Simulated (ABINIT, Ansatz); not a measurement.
## GeBr2 (Fm-3m): third-order response

Wanted: vibrational spectra of GeBr2 (Fm-3m) from linear and non-linear response.

Calculated with ABINIT 10.8.3; DFT LDA, scalar-relativistic, plane waves, HGH norm-conserving pseudopotentials.

Report form: the programs' logs are mostly left out.

The structure was built from a prototype and need not be the compound's stable phase.

In doubt: the program warns that the response may not be converged on this k-mesh (step 7), which bears on the force constants and all frequencies.

## (1) The starting structure

Symmetry: Fm-3m, No. 225, cubic system. The conventional cell has a = 6.778 Å, b = 6.778 Å, c = 6.778 Å, α = 90.00°, β = 90.00°, γ = 90.00°. Ge has 8 Br at 2.94 Å nearest. Br has 4 Ge at 2.94 Å nearest. Farther neighbours and most contacts between anions are not listed.

## (2) Relaxation

The harmonic expansion starts where the forces on the atoms vanish, and stress shifts the frequencies, so cell and atoms are relaxed with tight thresholds.

The starting cell comes from a relaxation made beforehand in Ansatz (LDA, PseudoDojo NC).

Input file relax.abi:

```
# relaxation
ionmov 2
optcell 2
dilatmx 1.08
ntime 40
tolmxf 1.0d-05
tolvrs 1.0d-14
prtwf 0
prtden 0
chksymtnons 0

# basis, mesh and filling
ecut 20.0
ecutsm 0.5
ixc 7
ngkpt 6 6 6
nshiftk 1
shiftk 0.0 0.0 0.0
istwfk *1
occopt 1
nband 9
nstep 100
diemac 9.0
prtebands 0
prtgsr 0

# cell and atoms
acell 9.057328342 9.057328342 9.057328342
rprim 
    0.0 0.7071067812 0.7071067812
    0.7071067812 0.0 0.7071067812
    0.7071067812 0.7071067812 0.0
ntypat 2
znucl 32 35
natom 3
typat 1 2 2
xred 
    0.0 0.0 0.0
    0.25 0.25 0.25
    0.75 0.75 0.75
pp_dirpath "./pseudo"
pseudos "Ge.hgh, Br.hgh"
```

Run with:

```sh
$ OMP_NUM_THREADS=1 mpirun -n 2 abinit relax.abi > relax.log
```

Run time: 31 s. Hardware: 2 MPI ranks of Arm Neoverse N1, shared host.

Little changed from the start: no atom moved by 0.005 Å and no cell edge by 0.1 %.

Numbers from this step:

```
volume per atom : 25.99 Å³
pressure        : -6.41e-4 GPa
```

## (3) Ground state

The response is built on these wavefunctions, so the potential is converged far more tightly than an energy would need. The mesh is shifted off Γ, since shifted meshes converge sums over the zone faster. ecutsm is kept as in the relaxation, so that the cell stays at rest.

Input file gs.abi:

```
# ground state
tolvrs 1.0d-16
prtden 1
prtwf 1

# basis, mesh and filling
ecut 20.0
ecutsm 0.5
ixc 7
ngkpt 4 4 4
nshiftk 4
shiftk 
    0.5 0.5 0.5
    0.5 0.0 0.0
    0.0 0.5 0.0
    0.0 0.0 0.5
istwfk *1
occopt 1
nband 9
nstep 100
diemac 9.0
prtebands 0
prtgsr 0

# cell and atoms
acell 9.062180354 9.062180354 9.062180354
rprim 
    0.0 0.7071067812 0.7071067812
    0.7071067812 0.0 0.7071067812
    0.7071067812 0.7071067812 0.0
ntypat 2
znucl 32 35
natom 3
typat 1 2 2
xred 
    0.0 0.0 0.0
    0.25 0.25 0.25
    0.75 0.75 0.75
pp_dirpath "./pseudo"
pseudos "Ge.hgh, Br.hgh"
```

Run with:

```sh
$ OMP_NUM_THREADS=1 mpirun -n 2 abinit gs.abi > gs.log
```

Wall time 8.2 s (2 MPI ranks); 16 s of CPU time.

Numbers from this step:

| Item | Value |
| --- | --- |
| pressure | -0.1047 GPa |

The cell stands at -0.10 GPa, close enough for phonons.

## (4) Empty bands

Empty bands on the ground state's density check that the gap assumed so far is there in this cell.

Input file gap.abi:

```
# empty bands on the ground state's density
iscf -2
getden_filepath "gso_DEN"
tolwfr 1.0d-12
nbdbuf 2
prtwf 0

# basis, mesh and filling
ecut 20.0
ecutsm 0.5
ixc 7
ngkpt 6 6 6
nshiftk 1
shiftk 0.0 0.0 0.0
istwfk *1
occopt 1
nband 13
nstep 100
diemac 9.0
prtebands 0
prtgsr 0

# cell and atoms
acell 9.062180354 9.062180354 9.062180354
rprim 
    0.0 0.7071067812 0.7071067812
    0.7071067812 0.0 0.7071067812
    0.7071067812 0.7071067812 0.0
ntypat 2
znucl 32 35
natom 3
typat 1 2 2
xred 
    0.0 0.0 0.0
    0.25 0.25 0.25
    0.75 0.75 0.75
pp_dirpath "./pseudo"
pseudos "Ge.hgh, Br.hgh"
```

Run with:

```sh
$ OMP_NUM_THREADS=1 mpirun -n 2 abinit gap.abi > gap.log
```

Run time: 6.5 s. Hardware: 2 MPI ranks; 13 s of CPU time.

This step gave:

* gap on the k-mesh: 1.628 eV

In this cell the gap on the mesh is 1.6 eV, indirect (smallest direct 2.0 eV), so fixed occupations hold.

## (5) Zone-centre response

The derivative of the wavefunctions by k comes first, since the response to a field is built on it; then the field and the displacements that symmetry doesn't supply are solved at q = 0. By the 2n+1 theorem the first-order wavefunctions also give third derivatives: Raman tensors and the non-linear susceptibility.

It reads the wavefunctions written in step 3.

Input file dfpt_gamma.abi:

```
ndtset 3

# common to the responses
getwfk_filepath "gso_WFK"
kptopt 2
nqpt 1
qpt 0.0 0.0 0.0
asr 0
chneut 0

# d/dk
rfelfd1 2
rfdir1 1 1 1
iscf1 -3
tolwfr1 1.0d-20

# displacements, field
rfphon2 1
rfatpol2 1 3
rfdir2 1 1 1
rfelfd2 3
getddk2 1
tolvrs2 1.0d-10
prepanl2 1
prtden2 1

# third order
optdriver3 5
getden_filepath3 "gso_DEN"
get1den3 2
get1wf3 2
getddk3 1
d3e_pert1_elfd3 1
d3e_pert1_phon3 1
d3e_pert1_atpol3 1 3
d3e_pert1_dir3 1 1 1
d3e_pert2_elfd3 1
d3e_pert2_dir3 1 1 1
d3e_pert3_elfd3 1
d3e_pert3_dir3 1 1 1
usepead3 1
tolvrs3 1.0d-10

# basis, mesh and filling
ecut 20.0
ecutsm 0.5
ixc 7
ngkpt 4 4 4
nshiftk 4
shiftk 
    0.5 0.5 0.5
    0.5 0.0 0.0
    0.0 0.5 0.0
    0.0 0.0 0.5
istwfk *1
occopt 1
nband 9
nstep 100
diemac 9.0
prtebands 0
prtgsr 0

# cell and atoms
acell 9.062180354 9.062180354 9.062180354
rprim 
    0.0 0.7071067812 0.7071067812
    0.7071067812 0.0 0.7071067812
    0.7071067812 0.7071067812 0.0
ntypat 2
znucl 32 35
natom 3
typat 1 2 2
xred 
    0.0 0.0 0.0
    0.25 0.25 0.25
    0.75 0.75 0.75
pp_dirpath "./pseudo"
pseudos "Ge.hgh, Br.hgh"
```

Run with:

```sh
$ OMP_NUM_THREADS=1 mpirun -n 2 abinit dfpt_gamma.abi > dfpt_gamma.log
```

Wall time 12 min (2 MPI ranks); 24 min of CPU time.

Numbers from this step:

| Item | Value |
| --- | --- |
| miss of the charge sum rule | 0.07153 e |
| largest acoustic frequency at the zone centre before the sum rule | 2.15 cm⁻¹ |
| highest optical zone-centre mode (no LO-TO term) | 132.7 cm⁻¹ |
| lowest optical zone-centre mode | -37.36 cm⁻¹ |
| mean high-frequency dielectric constant | 7.932 |
| largest Born charge in size (third of the trace) | 4.336 e |

Born charge (rows field, columns displacement), before the sum rule (e), principal values of the symmetric part by kind of site:

```
atom  atoms with these values    low  middle   high   mean
 Ge1                        1   4.34    4.34   4.34   4.34
 Br2                        2  -2.13   -2.13  -2.13  -2.13
```

In full for Ge1:

```
4.34 0.00 0.00
0.00 4.34 0.00
0.00 0.00 4.34
```

High-frequency dielectric tensor:

```
7.93 0.00 0.00
0.00 7.93 0.00
0.00 0.00 7.93
```

The acoustic modes at Γ come out as far as 2.1 cm⁻¹ from zero, where they should vanish, a small numerical error; the Born charges miss their sum rule by 0.072 e, too much: mesh or cutoff is short for the field response. The lowest optical mode is imaginary, 37i cm⁻¹, an instability at this level and on this k mesh.

## (6) Modes with the sum rule

anaddb reads the merged derivatives and imposes the acoustic sum rule.

Input file anaddb.abi:

```
ddb_filepath "gamma_DDB"
output_file "anaddb.abo"
outdata_prefix "anaddb"
asr 1
chneut 1
enunit 2
eivec 1
nph1l 1
qph1l 0.0 0.0 0.0 1.0
dieflag 1
nph2l 3
qph2l 
    1.0 0.0 0.0 0.0
    0.0 0.0 1.0 0.0
    1.0 1.0 1.0 0.0
nlflag 1
ramansr 1
alphon 1
prtmbm 1
```

Input file mrgddb.in:

```
gamma_DDB
merged
3
dfpt_gammao_DS2_DDB
dfpt_gammao_DS3_DDB
gso_DDB
```

Run with:

```sh
$ mrgddb < mrgddb.in > mrgddb.log
$ OMP_NUM_THREADS=1 anaddb anaddb.abi > anaddb.log
```

It took 2 s on 1 thread.

The program refused the input: “The lowest mode appears to be a "true" negative mode, and not an acoustic mode”.

With an imaginary mode the lattice part of the dielectric tensor has no meaning; dieflag 2 would ask for the electronic part alone. The modes stand as the response run printed them.

## (7) Cross-check with Ansatz

The same cell goes through another code, with its own cutoff. The potentials differ. Its k mesh is centred on Γ.

This step: DFT LDA, scalar-relativistic, plane waves, PseudoDojo norm-conserving pseudopotentials (Ansatz 0.2.0).

Input file input.yaml:

```yaml
crystal:
  lattice:
    - [0.0, 3.3909300916, 3.3909300916]
    - [3.3909300916, 0.0, 3.3909300916]
    - [3.3909300916, 3.3909300916, 0.0]
  atoms:
    - { symbol: Ge, position: [0.0, 0.0, 0.0] }
    - { symbol: Br, position: [0.25, 0.25, 0.25] }
    - { symbol: Br, position: [0.75, 0.75, 0.75] }
kpoints:
  mp_grid: { grid: [6, 6, 6] }
hamiltonian:
  xc: lda
  pseudopotentials: { kind: nc, accuracy: standard }
scf:
  occupations: { method: fixed }
output:
  eigenvalues: true
phonons:
  method: dfpt
  dielectric: true
  rigid_motions: translations
  raman: true
```

Run with:

```sh
$ ansatz run input.yaml --threads 2 --pin off --max-ram 4096MiB --backend cpu --events-out ev --progress --plain --runs-dir out
```

Run time: 14 min. Hardware: 2 threads; peak memory 1.4 GiB.

Read from the output:

```
gap on the k-mesh                                : 1.646 eV
sum-rule residual before enforcement             : 6.58e-5 eV/Å²
miss of the charge sum rule                      : 8.49e-4 e
estimated error of the dielectric tensor         : 0.02561
estimated error of the Born charges              : 0.01624 e
highest optical zone-centre mode (no LO-TO term) : 131.8 cm⁻¹
lowest optical zone-centre mode                  : -30.81 cm⁻¹
mean high-frequency dielectric constant          : 8.104
largest Born charge in size (third of the trace) : 4.335 e
highest mode moved by the LO-TO term             : 168.4 cm⁻¹
```

Activity x (w_L - w)^4 (n + 1)/w, 532 nm, 300 K; imaginary modes left out. Lines of the Raman spectrum (strongest = 100):

```
position (cm⁻¹)  label  Stokes intensity, strongest 100
            132    T2g                              100
```

The log warns that the force constants on this k mesh are to be taken as unconverged.

## (8) Side by side: ABINIT HGH and Ansatz, PseudoDojo

Numbers from this step:

```yaml
root_mean_square_difference: 4.67 cm⁻¹
largest_difference: 6.55 cm⁻¹
```

Frequencies side by side, by row:

```
q (reciprocal lattice)  mode  ABINIT HGH (cm⁻¹)  Ansatz, PseudoDojo (cm⁻¹)
                 0 0 0     1             -37.36                     -30.81
                 0 0 0     2             -37.36                     -30.81
                 0 0 0     3             -37.36                     -30.81
                 0 0 0     4               2.15                          0
                 0 0 0     5               2.15                          0
                 0 0 0     6               2.15                          0
                 0 0 0     7              132.7                      131.8
                 0 0 0     8              132.7                      131.8
                 0 0 0     9              132.7                      131.8
```

The two runs side by side. Further quantities:

```
                                                                               quantity  ABINIT HGH  Ansatz, PseudoDojo
                                                                                mean ε∞       7.932               8.104
largest Born charge in size (e; the first before, the second after the charge sum rule)       4.336               4.335
```

At the zone centre the largest difference (acoustic modes at Γ apart) is 5 % of the highest mode, but 18 % of the mode at 37i cm⁻¹ on which it sits; ε∞ differs by 2.1 %.

## (9) Outcome

| Property | Result |
| --- | --- |
| space group after relaxation | Fm-3m |
| volume per atom | 26.0 Å³ |
| highest optical zone-centre mode (no LO-TO term) | 132.7 cm⁻¹ |
| lowest optical zone-centre mode | -37.4 cm⁻¹ |
| mean high-frequency dielectric constant (probably not converged in the k mesh) | 7.93 |
| largest Born charge in size (third of the trace) (probably not converged in the k mesh) | 4.34 e |
| largest difference from Ansatz, PseudoDojo | 6.55 cm⁻¹ |

The largest Raman activity of GeBr2 (Fm-3m) lies at 132 cm⁻¹. At the LDA level the optical modes of GeBr2 (Fm-3m) at the zone centre (no LO-TO term) run from 37i to 133 cm⁻¹, so the structure is a saddle point, with 3 modes beyond 10i cm⁻¹ there. The Born charges miss their sum rule by 0.072 e, a sign that the k mesh or the cutoff is short for the field response. The Raman intensities rest on static tensors of the transverse modes; green light lies near or above this gap, where resonance changes them. ε∞, the Born charges and what follows from them are probably not converged in the k mesh. ABINIT HGH and Ansatz, PseudoDojo differ by 4.7 cm⁻¹ in the root mean square and by 6.5 cm⁻¹ at most, 4.9 % of the highest mode compared (acoustic modes at Γ left out); the two use different potentials, and the cell was not relaxed for the second set. These are harmonic frequencies at zero temperature: anharmonic shifts and linewidths and thermal expansion are left out. The HGH files keep few electrons and have no core correction, which is cheap but rough for Ge. Ansatz's log warns that force constants on this k mesh are to be taken as unconverged. The structure is a hypothetical one, built on a prototype.

[Host names and launcher messages were left out of these logs when they were recorded.]

[Logs are printed without paths, hosts, clocks, repeated set-up lines and the standing remarks that a program may print on its own settings, such as how far it seeks lower states.]

[Hosts, paths, dates, database ids (printed as entryN), source tags and the programs' standing remarks are cut or masked in the printed files.]
